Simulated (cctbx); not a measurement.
# ScTl2Pb2 across an absorption edge

Space group P-3m1 (no. 164), a = 4.6880 Å, b = 4.6880 Å, c = 8.0490 Å, α = 90.00°, β = 90.00°, γ = 120.00°.

| atom | mult. | x | y | z | Ueq (Å²) |
| --- | --- | --- | --- | --- | --- |
| Pb1 | 2 | 2/3 | 1/3 | 0.7368 | 0.0107 |
| Tl1 | 2 | 2/3 | 1/3 | 0.3676 | 0.0128 |
| Sc1 | 1 | 0 | 0 | 0 | 0.0327 |

The model was made for the exercise: a known structure type with other elements put in, its volume estimated, not relaxed; displacement parameters are assumed.

Calculated with cctbx: free-atom f′ and f″ from the Sasaki tables, no fine structure; amplitudes in electrons.

| E (eV) | F 1 1 1 | F 1 0 2 | F 0 1 3 | F 1 1 0 |
| --- | --- | --- | --- | --- |
| 12058 | 69.8 | 4.8 | 199.9 | 241.5 |
| 12408 | 67.5 | 3.1 | 195.3 | 236.6 |
| 12538 | 65.6 | 1.5 | 192.0 | 233.1 |
| 12598 | 63.9 | 0.6 | 189.1 | 230.0 |
| 12628 | 62.2 | 2.4 | 186.5 | 227.2 |
| 12643 | 60.5 | 4.4 | 184.0 | 224.6 |
| 12650 | 58.9 | 6.3 | 181.8 | 222.2 |
| 12654 | 57.3 | 8.3 | 179.5 | 219.7 |
| 12662 | 58.1 | 13.6 | 180.0 | 220.2 |
| 12666 | 59.9 | 12.2 | 182.5 | 222.9 |
| 12673 | 61.5 | 11.2 | 184.7 | 225.3 |
| 12688 | 63.2 | 10.5 | 187.0 | 227.7 |
| 12718 | 64.9 | 10.3 | 189.1 | 230.0 |
| 12808 | 67.1 | 11.0 | 191.1 | 232.1 |
| 13058 | 68.9 | 13.0 | 188.1 | 228.9 |

**Question.** Which edge is crossed, and why do the reflections move as they do?

The L3 edge of Tl. The edge is at 12658 eV. f′ of Tl falls from -12.2 e at 12538 eV to -18.7 e at 4 eV below it, and f″ steps from 3.93 to 10.14 e across it. Over that approach |F| changes by -13 % (1 1 1), +453 % (1 0 2), -7 % (0 1 3) and -6 % (1 1 0): a reflection falls where Tl scatters in phase with the total and rises where it scatters against it; it hardly moves where the Tl term is small or cancels by symmetry. Above the edge the larger f″ enters the imaginary part, where it can add to or cancel the other atoms' f″. The structure is centrosymmetric, so Friedel mates stay equal.
